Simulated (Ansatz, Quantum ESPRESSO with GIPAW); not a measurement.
# From 13C NMR to local structure in C3H4O

A crystal of composition C3H4O (one database entry, not always the ambient form) has the 13C spectrum and parameters below, calculated by GIPAW (PBEsol; shifts against TMS, scatter of the reference line 0.8 ppm; spans on the shift scale).

Simulated spectrum: 13C MAS at 25 kHz, 23.5 T (251.6 MHz), lines broadened by 0.8 ppm; rigid lattice, with dipolar and J couplings left out. Its lines over 1.5 % of the strongest:

```
δ (ppm)  area
  305.7  0.08
  297.3  0.09
  214.1  0.05
  206.3  0.84
  198.0  0.82
  114.8  0.90
  107.0  0.06
   98.6  0.07
   31.4  1.00
   27.0  1.00
   15.5  0.04
    7.6  0.02
    4.3  1.00
   -0.7  0.02
```

```csv
line,δ_iso (ppm),relative area,span (ppm),skew
A,206.3,1,179.9,0.54
B,198.0,1,191.8,0.46
C,114.8,1,134.2,0.71
D,31.4,1,30.0,0.88
E,27.0,1,19.9,0.93
F,4.3,1,26.7,-0.88
```

**Question.** What do these values say of the surroundings and site symmetry of C?

The bonded neighbours set the region: A and B with OC2; C with C3; D and E with C2H2; F with CH3. The structure behind these values (space group C2/m; other structures could give like values):

```csv
line,surroundings,neighbours,bonds (Å),site symmetry
A,COC2,3,1.26 to 1.50,m
B,COC2,3,1.31 to 1.50,m
C,3 C neighbours,3,1.38 to 1.48,m
D,CC2H2,4,1.10 to 1.52,m
E,CC2H2,4,1.10 to 1.52,m
F,CCH3,4,1.10 to 1.48,m
```

[Banner, clock, file and message-heading lines were taken out of the pw.x and gipaw.x logs.]

[Logs are printed without paths, hosts, clocks, repeated set-up lines and the standing remarks that a program may print on its own settings, such as how far it seeks lower states.]

[Hosts, paths, dates, database ids (printed as entryN), source tags and the programs' standing remarks are cut or masked in the printed files.]
